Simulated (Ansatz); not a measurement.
# The valence band of K2CdSe2O6 as photoemission sees it, part 3 of 3

What would valence photoemission of K2CdSe2O6 look like, and what sets its shape?

Ansatz 0.2.0; DFT, PBEsol, plane-wave PAW, default files, scalar-relativistic (the session's first sound run).

So far. Step 2 (Self-consistent run, DOS and bands): At this level the gap is 3.72 eV on the path. Step 4 (With r²SCAN): At this level the gap is 4.46 eV on the path.

**5. With LDA**

This step: DFT, LDA, plane-wave PAW, default files, scalar-relativistic (Ansatz 0.2.0).

The run is repeated with LDA on the same cell, to see how much the levels hang on the functional.

Contents of input.yaml:

```yaml
crystal:
  lattice:
    - [2.84875, 1.6447265794, 6.3162]
    - [-2.84875, 1.6447265794, 6.3162]
    - [0.0, -3.2894531587, 6.3162]
  atoms:
    - { symbol: Cd, position: [0.0, 0.0, 0.0] }
    - { symbol: Se, position: [0.3760333333, 0.3760333333, 0.3760333333] }
    - { symbol: Se, position: [0.6239666667, 0.6239666667, 0.6239666667] }
    - { symbol: K, position: [0.1960733333, 0.1960733333, 0.1960733333] }
    - { symbol: K, position: [0.8039266667, 0.8039266667, 0.8039266667] }
    - { symbol: O, position: [0.25804, 0.25804, 0.72374] }
    - { symbol: O, position: [0.72374, 0.25804, 0.25804] }
    - { symbol: O, position: [0.25804, 0.72374, 0.25804] }
    - { symbol: O, position: [0.27626, 0.74196, 0.74196] }
    - { symbol: O, position: [0.74196, 0.74196, 0.27626] }
    - { symbol: O, position: [0.74196, 0.27626, 0.74196] }
kpoints:
  mp_grid: { grid: [6, 6, 6] }
  band_path:
    path:
      - [[0.0, 0.0, 0.0], [0.5, 0.5, 0.5], [0.788129, 0.211871, 0.5]]
      - [[0.5, -0.211871, 0.211871], [0.5, 0.0, 0.0], [0.0, 0.0, 0.0], [0.355936, -0.355936, 0.0]]
      - [[0.644064, 0.0, 0.355936], [0.5, 0.0, 0.5], [0.0, 0.0, 0.0]]
    npoints: 12
scf:
  occupations: { method: fermi_dirac, width: 0.02 }
  n_extra_bands: 26
hamiltonian:
  xc: lda
  pseudopotentials: { kind: paw }
output:
  forces: true
  stress: true
  dos:
    projected: true
    de: 0.05
    e_range: [-30, 12]
    nscf_kmesh: { grid: [8, 8, 8] }
  fatbands: true
```

Launch:

```console
$ ansatz run input.yaml --threads 2 --pin off --max-ram 6144MiB --backend cpu --events-out ev --progress --plain --runs-dir out
```

Numbers of over 12 decimals in the logs are rounded to 6 here.

The program printed:

```text
[...]
Crystal: 11 atoms, lattice volume = 177.564 Å³
Basis set: ecut = 420 eV, 3465 PW (Γ)
Bands: 79, of which v1, the nominal top of the filled ones, is band 53 counted from 1 (52 counted from 0)
Symmetry: 12 space group operations
[...]
k-points: 32 of 216
[...]
SCF iter   1: F=—  HF=-25207.615450 eV  |F-HF|=—  |Δ(HF+E_count)|=         —  Δρ=1.45e-2  dr2=3.29e-1  ethr=1.77e-3  ⟨swp⟩=6.1  Hψ=10738  notcnv=0  defer=264
[...]
SCF iter   7: F=-25207.527208 eV  HF=-25207.527208 eV  |F-HF|=4.06e-8  |Δ(HF+E_count)|=   1.36e-7  Δρ=6.58e-6  dr2=9.43e-8  ethr=9.43e-11  ⟨swp⟩=10.9  Hψ=14082  notcnv=0
SCF 1 converged in 7 iterations: F = -25207.527208 eV  dr2 = 9.43e-8
[...]
SCF converged after 7 iterations
Free energy (F): -25207.527208 eV
[...]
Internal energy: -25207.527208 eV  (E = F + TS)
E sigma→0 (E₀):  -25207.527208 eV
Fermi energy:    7.222954 eV
[...]
--- Forces (eV/Å), atoms counted from 1 ---
  atom   1  Cd     0.00000000     0.00000000    -0.00000000
  atom   2  Se     0.00000000    -0.00000000    -0.79184104
  atom   3  Se     0.00000000     0.00000000     0.79184104
  atom   4  K     -0.00000000    -0.00000000    -0.05070553
  atom   5  K      0.00000000     0.00000000     0.05070553
  atom   6  O      0.00000000    -0.59792565     0.20558163
  atom   7  O      0.51781880     0.29896283     0.20558163
  atom   8  O     -0.51781880     0.29896283     0.20558163
  atom   9  O     -0.51781880    -0.29896283    -0.20558163
  atom  10  O      0.00000000     0.59792565    -0.20558163
  atom  11  O      0.51781880    -0.29896283    -0.20558163
  max |Σ_I F_I| component: 1.11e-16 eV/Å
--- Stress (GPa, compression-positive) ---
       -1.540990       0.000000       0.000000
        0.000000      -1.540990      -0.000000
        0.000000      -0.000000      -2.406724
  P = ⅓ Tr σ = -1.8296 GPa (-18.296 kbar)
--- Band table (eV; the first three rows and the last of 32) ---
  k-point 0: bands = [... 49 lower, 4.9980, 4.9980, 5.0074, 5.0475, 9.0055, 10.0283, 10.0283, 10.6128, ... 22 higher]
  k-point 1: bands = [... 49 lower, 4.7954, 4.9109, 5.0113, 5.1563, 9.3130, 10.0243, 10.0333, 10.9286, ... 22 higher]
  k-point 2: bands = [... 49 lower, 4.7269, 4.8071, 5.0110, 5.2928, 9.6936, 10.0658, 10.5033, 11.4061, ... 22 higher]
  k-point 31: bands = [... 49 lower, 4.8899, 4.9158, 4.9987, 5.1054, 9.3682, 9.9481, 10.2233, 10.2233, ... 22 higher]
```

Run time: 53 s. Hardware: 2 threads of Arm Neoverse V2, shared host; peak memory 0.83 GiB.

This step gave:

```yaml
free_energy: -25207.5272 eV
fermi_energy: 7.223 eV
pressure: -1.830 GPa
gap_on_the_k_mesh: 3.631 eV
share_of_occupied_states_in_no_projected_shell: 0.0099 of the occupied states in the window
gap_on_the_path: 3.630 eV
least_direct_gap_on_the_path: 3.958 eV
valence_top_on_path: 0.0011 eV
```

Electronic bands along the path, in eV, zero at the valence-band maximum; v1 is the highest filled band, c1 the lowest empty one:

```tsv
point	v4	v3	v2	v1	c1	c2	c3	c4
Γ	-0.38	-0.38	-0.37	-0.33	3.63	4.65	4.65	5.24
halfway	-0.43	-0.43	-0.35	-0.32	3.79	4.75	4.75	4.93
T	-0.48	-0.46	-0.38	-0.27	3.99	4.57	4.85	4.85
halfway	-0.58	-0.50	-0.47	-0.16	4.42	4.90	5.04	5.40
H2	-0.78	-0.72	-0.38	-0.01	4.32	5.35	5.68	6.27
jump to H0	-0.78	-0.72	-0.38	-0.01	4.32	5.35	5.68	6.27
halfway	-0.75	-0.68	-0.42	0.00	4.30	5.21	5.55	6.28
L	-0.70	-0.49	-0.36	-0.03	4.47	4.73	5.48	6.26
halfway	-0.65	-0.57	-0.36	-0.15	4.16	4.66	4.82	5.84
Γ	-0.38	-0.38	-0.37	-0.33	3.63	4.65	4.65	5.24
halfway	-0.62	-0.59	-0.48	-0.10	4.21	4.76	4.96	6.13
S0	-0.79	-0.73	-0.38	0.00	4.29	5.42	5.64	6.29
jump to S2	-0.79	-0.73	-0.38	0.00	4.29	5.42	5.64	6.29
halfway	-0.74	-0.48	-0.38	-0.04	4.35	5.09	5.62	6.23
F	-0.70	-0.38	-0.30	-0.08	4.41	4.89	5.54	6.20
halfway	-0.61	-0.55	-0.33	-0.17	4.19	4.72	4.84	5.71
Γ	-0.38	-0.38	-0.37	-0.33	3.63	4.65	4.65	5.24
```

Of the projections kept (Cd s, Cd d, Se s, Se p, K s, K p, O s, O p, not projected), the largest for each band there; the rest of the weight can lie on other orbitals:

```tsv
point	v4	v3	v2	v1	c1	c2	c3	c4
Γ	O p 0.87	O p 0.87	O p 0.74	O p 0.99	Cd s 0.47	Se p 0.48	Se p 0.48	Se p 0.34
T	O p 0.87	O p 0.99	O p 0.99	O p 0.68	Cd s 0.56	K s 0.27	Se p 0.51	Se p 0.51
H2	O p 0.96	O p 0.91	O p 0.71	O p 0.75	Se p 0.35	Se p 0.44	Se p 0.40	Cd s 0.41
H0	O p 0.96	O p 0.91	O p 0.71	O p 0.75	Se p 0.35	Se p 0.44	Se p 0.40	Cd s 0.41
L	O p 0.99	O p 0.68	O p 0.89	O p 0.75	Se p 0.27	Se p 0.47	Se p 0.41	O p 0.29
Γ	O p 0.87	O p 0.87	O p 0.74	O p 0.99	Cd s 0.47	Se p 0.48	Se p 0.48	Se p 0.34
```

This run's widths, added to any smearing of the DOS itself: Gaussian 0.15 eV, Lorentzian 0.2 eV plus 0.03 an eV of depth. Intensity against binding energy, zero at the valence-band maximum; values in % of the maximum within 13 eV:

```tsv
binding energy (eV)	21.2 eV	60 eV	250 eV	1486.7 eV	9251.7 eV
-1	2.06	1.33	1.14	0.467	0.937
0	34.5	19.6	16.0	5.83	20.4
1	44.3	26.4	19.9	4.87	7.38
2	82.9	48.5	35.7	6.27	7.13
3	17.6	10.9	9.41	3.80	7.98
4	25.1	17.8	17.9	13.0	21.0
5	40.5	32.2	30.8	23.2	34.6
6	39.0	94.9	81.4	95.0	95.4
7	5.93	12.0	10.9	11.8	12.8
8	1.40	2.70	3.61	3.02	4.80
9	-	2.63	6.25	4.15	12.8
10	-	6.68	19.8	12.4	45.8
11	-	8.64	70.2	30.5	33.2
12	-	2.72	19.8	8.75	10.3
13	-	0.781	4.10	1.97	2.93
14	-	0.564	2.36	1.23	2.24
15	-	0.671	2.57	1.41	2.88
16	-	1.58	6.04	3.34	6.95
17	-	12.5	48.9	26.7	53.8
18	-	2.40	9.24	5.19	11.9
19	-	1.40	5.05	3.23	11.6
20	-	5.61	19.6	13.6	60.7
21	-	0.974	3.42	2.36	9.88
22	-	0.373	1.34	0.956	3.74
23	-	0.239	0.903	0.707	2.77
24	-	0.202	0.844	0.753	3.10
25	-	0.226	1.10	1.12	4.87
26	-	0.393	2.24	2.51	11.4
27	-	1.55	9.74	11.4	52.9
28	-	1.75	11.0	12.9	60.1
```

Maxima picked by a test of local sharpness, so broad peaks and shoulders can be missing; peaks within 0.45 eV of a curve's cut are left out. Valence peaks, by row, the first 40 of 44 rows:

```tsv
photon energy (eV)	binding energy (eV)	height (% of the maximum within 13 eV)	main shell	its share (%)
21.2	6.297	40.78	Cd 4d	52.54
21.2	6.097	41.11	Cd 4d	57.74
21.2	4.697	57.86	O 2p	72.76
21.2	1.897	90.75	O 2p	97.96
21.2	0.5971	100	O 2p	95.78
60	20	5.678	O 2s	65.52
60	17.1	13.6	O 2s	89.52
60	11.3	12.15	K 3p	85.32
60	9.697	11.47	O 2p	40.87
60	6.097	100	Cd 4d	91.72
60	4.697	39.89	O 2p	59.98
60	1.897	52.84	O 2p	95.55
60	0.5971	59.23	O 2p	91.84
250	27.55	19.44	K 3s	98.92
250	20	19.84	O 2s	76.22
250	17.1	53.12	O 2s	93.13
250	11.3	100	K 3p	97.3
250	9.697	30.1	O 2s	46.91
250	6.097	85.7	Cd 4d	89.74
250	4.697	39.62	O 2p	42.83
250	1.897	38.84	O 2p	92.19
250	0.5471	44.79	O 2p	84.85
1487	27.55	22.92	K 3s	99.43
1487	20	13.77	O 2s	54.48
1487	17.1	29.02	O 2s	84.59
1487	11.3	43.16	K 3p	95.82
1487	9.697	20.2	Se 4s	38.18
1487	6.047	100	Cd 4d	96.19
1487	4.747	26.26	Cd 4d	56.69
1487	2.747	4.426	Cd 4d	40.7
1487	1.897	6.564	O 2p	47.3
1487	0.4471	13.21	Cd 4d	44.9
9252	27.55	106.5	K 3s	99.65
9252	20	61.4	Se 4s	73.06
9252	17.1	58.57	O 2s	79.39
9252	11.3	46.09	K 3p	84.61
9252	9.697	83.37	Se 4s	76.44
9252	6.047	100	Cd 4d	88.58
9252	4.747	40.58	Se 4p	39.54
9252	3.947	21.41	Se 4p	39.2
```

Spectra as before, but with a recipe of its own (widths, and in some runs the light), which changes peak heights and what is resolved: Gaussian 0.15 eV, Lorentzian 0.2 eV plus 0.03 times the binding energy, linear light, analyser at 54.7°, Fermi edge at 77 K; some photon energies differ too.

Side by side:

```tsv
quantity	this run	base run	difference
gap on the path (eV)	3.6296	3.7219	-0.0923
least direct gap on the path (eV)	3.958	4.0645	-0.106
gap on the k-mesh (eV)	3.6307	3.7233	-0.0926
```

The two runs differ clearly in the least direct gap on the path: 3.96 eV against 4.06 eV.

At this level the gap is 3.63 eV on the path.

**6. Other settings: basis.ecutwfc = "800 eV"**

This step: DFT, PBEsol, plane-wave PAW, default files, scalar-relativistic; changed: basis.ecutwfc = "800 eV" (Ansatz 0.2.0).

Some settings are changed to see whether the read-outs move.

input.yaml, as its differences from that of step 5:

```diff
@@ -19,8 +19,2 @@
   mp_grid: { grid: [6, 6, 6] }
-  band_path:
-    path:
-      - [[0.0, 0.0, 0.0], [0.5, 0.5, 0.5], [0.788129, 0.211871, 0.5]]
-      - [[0.5, -0.211871, 0.211871], [0.5, 0.0, 0.0], [0.0, 0.0, 0.0], [0.355936, -0.355936, 0.0]]
-      - [[0.644064, 0.0, 0.355936], [0.5, 0.0, 0.5], [0.0, 0.0, 0.0]]
-    npoints: 12
 scf:
@@ -29,3 +23,3 @@
 hamiltonian:
-  xc: lda
+  xc: pbesol
   pseudopotentials: { kind: paw }
@@ -39,2 +33,3 @@
     nscf_kmesh: { grid: [8, 8, 8] }
-  fatbands: true
+basis:
+  ecutwfc: "800 eV"
```

The program printed:

```text
[...]
Crystal: 11 atoms, lattice volume = 177.564 Å³
Basis set: ecut = 800 eV, 9089 PW (Γ), exchange–correlation on 144×144×144 points (8 copies of the dense FFT grid, shifted against one another)
Bands: 79, of which v1, the nominal top of the filled ones, is band 53 counted from 1 (52 counted from 0)
Symmetry: 12 space group operations
[...]
k-points: 32 of 216
[...]
SCF iter   1: F=—  HF=-25428.875616 eV  |F-HF|=—  |Δ(HF+E_count)|=         —  Δρ=1.16e-2  dr2=2.08e-1  ethr=1.77e-3  ⟨swp⟩=6.0  Hψ=10536  notcnv=0  defer=266
[...]
SCF iter   7: F=-25428.826566 eV  HF=-25428.826566 eV  |F-HF|=4.19e-8  |Δ(HF+E_count)|=   5.51e-7  Δρ=5.96e-6  dr2=6.19e-8  ethr=9.43e-11  ⟨swp⟩=11.1  Hψ=14353  notcnv=0
SCF 1 converged in 7 iterations: F = -25428.826566 eV  dr2 = 6.19e-8
[...]
SCF converged after 7 iterations
Free energy (F): -25428.826566 eV
[...]
Internal energy: -25428.826566 eV  (E = F + TS)
E sigma→0 (E₀):  -25428.826566 eV
Fermi energy:    7.543343 eV
[...]
--- Forces (eV/Å), atoms counted from 1 ---
  atom   1  Cd     0.00000000     0.00000000    -0.00000000
  atom   2  Se     0.00000000    -0.00000000    -1.13719066
  atom   3  Se     0.00000000     0.00000000     1.13719066
  atom   4  K     -0.00000000     0.00000000     0.01570482
  atom   5  K      0.00000000    -0.00000000    -0.01570482
  atom   6  O      0.00000000    -0.72796569     0.38062978
  atom   7  O      0.63043678     0.36398285     0.38062978
  atom   8  O     -0.63043678     0.36398285     0.38062978
  atom   9  O     -0.63043678    -0.36398285    -0.38062978
  atom  10  O      0.00000000     0.72796569    -0.38062978
  atom  11  O      0.63043678    -0.36398285    -0.38062978
  max |Σ_I F_I| component: 3.89e-16 eV/Å
--- Stress (GPa, compression-positive) ---
        2.121331       0.000000       0.000000
        0.000000       2.121331      -0.000000
        0.000000      -0.000000       0.912513
  P = ⅓ Tr σ = 1.7184 GPa (17.184 kbar)
--- Band table (eV; the first three rows and the last of 32) ---
  k-point 0: bands = [... 49 lower, 5.2606, 5.2606, 5.2858, 5.3068, 9.3721, 10.3406, 10.3406, 10.9592, ... 22 higher]
  k-point 1: bands = [... 49 lower, 5.0577, 5.1732, 5.2737, 5.4330, 9.6722, 10.3351, 10.3524, 11.2764, ... 22 higher]
  k-point 2: bands = [... 49 lower, 4.9916, 5.0956, 5.2750, 5.5689, 10.0245, 10.3719, 10.8457, 11.7553, ... 22 higher]
  k-point 31: bands = [... 49 lower, 5.1560, 5.1757, 5.2596, 5.3835, 9.7307, 10.3092, 10.5265, 10.5265, ... 22 higher]
```

It took 76 s on 2 threads; peak memory 1.5 GiB; 2.5 min of CPU time.

This step gave:

```
free energy                                    : -25428.8266 eV
Fermi energy                                   : 7.543 eV
pressure                                       : 1.718 GPa
gap on the k-mesh                              : 3.724 eV
share of occupied states in no projected shell : 0.0098 of the occupied states in the window
```

The DOS has structure finer than the step of the table below, so its rows give means over 1 eV, whole bins alone (the curve runs from -28.1 to 12.8 eV). Peaks (eV: height): total -27.8: 36.7, -20.1: 25.8, -17.3: 48.3, -11.5: 31.6; O 2p -4.7: 10.5, -1.9: 21.3, -0.7: 16.4, -0.5: 14.3; K 3p -11.5: 30.4, -11.2: 20.8; Cd 4d -6.4: 17.1, -6.0: 19.6; Se 4p -17.3: 7.52, -4.7: 4.04, 4.8: 2.99, 6.2: 2.94.

* holds the states left over by the projection beside any projected weight of its own, shared among the starred shells. Table of DOS by E, zero at the valence-band maximum; means over each step; 7 of 12 lines; values in states/eV/cell:

```tsv
E (eV)	total	O 2p	K 3p	Cd 4d	Se 4p	O 2s	Se 4s
-21	0	0	0	0	0	0	0
-20	4.00	0.311	0.00272	0.00663	0.136	2.09	1.31
-19	0	0	0	0	0	0	0
-18	0.457	0.00721	0.00116	3.7e-4	0.0706	0.353	3.2e-4
-17	7.54	0.137	0.0127	0.0309	1.17	6.08	0.00144
-16	0	0	0	0	0	0	0
-15	0	0	0	0	0	0	0
-14	0	0	0	0	0	0	0
-13	0	0	0	0	0	0	0
-12	4.14	0.0913	3.95	0.00215	0.0159	0.0301	0.0455
-11	7.86	0.0839	7.68	0.00243	0.0177	0.0254	0.0291
-10	4.00	0.836	0.196	0.0928	0.129	1.32	1.35
-9	1.4e-4	2.7e-5	0	0	0	4.9e-5	4.8e-5
-8	0	0	0	0	0	0	0
-7	0.767	0.155	0	0.526	0.0703	0.00540	0.00577
-6	10.0	1.60	0	7.42	0.682	0.101	0.0681
-5	7.51	4.06	0	0.908	1.65	0.524	0.0384
-4	3.70	1.87	0	0.485	0.918	0.293	0.0386
-3	1.95	1.51	0	0.0440	0.118	0.0634	0.00437
-2	9.25	8.57	0	0.103	0.119	0.0401	0.00524
-1	8.03	7.26	0	0.202	0.226	0.0225	0.0764
0	4.77	3.74	0	0.164	0.361	0.00438	0.289
1	0	0	0	0	0	0	0
2	0	0	0	0	0	0	0
3	0	0	0	0	0	0	0
4	1.80	0.433	0	6.2e-4	0.522	0.202	0.00310
5	3.77	1.05	0	7.5e-4	1.57	0.219	0.0377
6	3.98	1.05	0	0.00352	1.32	0.208	0.220
7	4.43	1.20	0	0.00455	1.48	0.173	0.305
8	3.70	0.302	0	6.2e-4	0.212	0.0515	0.0511
9	9.28	0.363	0	0.00154	0.299	0.0334	0.0268
10	8.20	0.346	0	0.00125	0.271	0.0308	0.0250
11	7.33	0.137	0	3.0e-4	0.0818	0.0118	0.0182
12	5.06	0.0910	0	2.2e-4	0.0566	0.00831	0.0143
```

Maxima picked by a test of local sharpness, so broad peaks and shoulders can be missing; peaks within 0.45 eV of a curve's cut are left out. Valence peaks, by row:

```tsv
photon energy (eV)	binding energy (eV)	height (% of the maximum within 13 eV)	main shell	its share (%)
21.2	6.15	43.1	Cd 4d	52.03
21.2	4.7	58.05	O 2p	71.51
21.2	1.9	92.17	O 2p	97.74
21.2	0.6003	100	O 2p	95.32
40.8	17.35	7.122	O 2s	80.23
40.8	11.4	7.824	K 3p	75
40.8	9.8	8.57	O 2p	48.98
40.8	6.15	100	Cd 4d	89.38
40.8	4.8	45.65	O 2p	55.79
40.8	1.9	58.8	O 2p	95.25
40.8	0.6003	64.68	O 2p	91.6
1487	20.1	11.87	O 2s	56.32
1487	17.35	23.88	O 2s	83.61
1487	11.4	39.73	K 3p	93.98
1487	9.85	18.45	Se 4s	34.15
1487	6.15	100	Cd 4d	95.13
1487	1.9	7.552	O 2p	43.77
1487	0.5003	13.21	Cd 4d	41.16
5415	20.1	28.4	Se 4s	60.16
5415	17.35	35.98	O 2s	78.58
5415	11.4	39.04	K 3p	86.57
5415	9.8	40.28	Se 4s	64.22
5415	6.15	100	Cd 4d	90.79
5415	4.85	39.08	Cd 4d	48.7
5415	0.4003	19.94	Se 4s	44.82
```

Spectra as before, but with a recipe of its own (widths, and in some runs the light), which changes peak heights and what is resolved: Gaussian 0.6 eV, Lorentzian 0.2 eV plus 0.05 times the binding energy, unpolarised light, analyser at 54.7°, Fermi edge at 77 K; some photon energies differ too.

Side by side:

```tsv
quantity	this run	base run	difference
gap on the k-mesh (eV)	3.7237	3.7233	4.2e-4
```

The gap on the k-mesh moves by 0.00 eV at most against the base run, so this change doesn't matter for them.

**7. Results**

```json
{
 "least gap on the mesh and the path": "3.72 eV",
 "strongest listed peak within 13 eV of the zero, at 1486.7 eV": "6.2 eV binding, mostly Cd 4d",
 "strongest listed peak within 13 eV of the zero, at 21.2 eV": "0.6 eV binding, mostly O 2p",
 "Cd 4d centre of the filled part": "-5.79 eV (10.0 states an atom)",
 "PBEsol (57 s on 2 threads)": "gap 3.72 eV, highest Al Kα peak within 13 eV at 6.2 eV (Cd 4d)",
 "spin–orbit (16 min on 2 threads)": "gap 3.72 eV, highest Al Kα peak within 13 eV at 5.9 eV (Cd 4d)",
 "r²SCAN (98 s on 2 threads)": "gap 4.46 eV, highest Al Kα peak within 13 eV at 6.4 eV (Cd 4d)",
 "LDA (53 s on 2 threads)": "gap 3.63 eV, highest Al Kα peak within 13 eV at 6.0 eV (Cd 4d)",
 "other settings (76 s on 2 threads)": "gap 3.72 eV, highest Al Kα peak within 13 eV at 6.2 eV (Cd 4d)"
}
```

What this shows: K2CdSe2O6 is an insulator or semiconductor at the base level (gap 3.72 eV), and its valence spectrum changes with photon energy as the shells' cross sections do. At 1486.7 eV the valence spectrum has its highest listed peaks within 13 eV at 6.2 eV (Cd 4d) and 11.4 eV (K 3p). The shell named is the one with most of the intensity, cross sections included, not always the one with most states there. In the main run, from 1486.7 eV towards hard X-rays the Se 4s share grows by 14 points, as its cross section falls more slowly with photon energy than those of the shells it gains on. With spin-orbit coupling on, the gap on the path stays within 0.02 eV. With r²SCAN, the gap on the path moves from 3.72 to 4.46 eV. With LDA, the gap on the path moves from 3.72 to 3.63 eV. At 21.2 eV the area is led by O 2p (81 %), at 5414.7 eV by Cd 4d (23 %). These are Kohn–Sham levels; self-energy shifts and satellites are missing. Semilocal functionals underbind filled localised shells, so the Cd 4d peak should lie deeper in a measurement, and spin–orbit coupling splits d and f lines of heavy atoms. Each run has its own recipe for the spectra (widths, photon energies, in some runs the light), so peak heights and places can differ between runs for that reason too. Semilocal Kohn–Sham gaps are too small as a rule.

[Logs are printed without paths, hosts, clocks, repeated set-up lines and the standing remarks that a program may print on its own settings, such as how far it seeks lower states.]

[Hosts, paths, dates, database ids (printed as entryN), source tags and the programs' standing remarks are cut or masked in the printed files.]

[Maps of the electrostatic potential energy from Ansatz leave out the sawtooth potential of an applied field or a dipole correction, so their vacuum need not be flat; work functions include it.]

[Peak lists hold at most the 14 tallest peaks of each spectrum; further lines can be left out.]
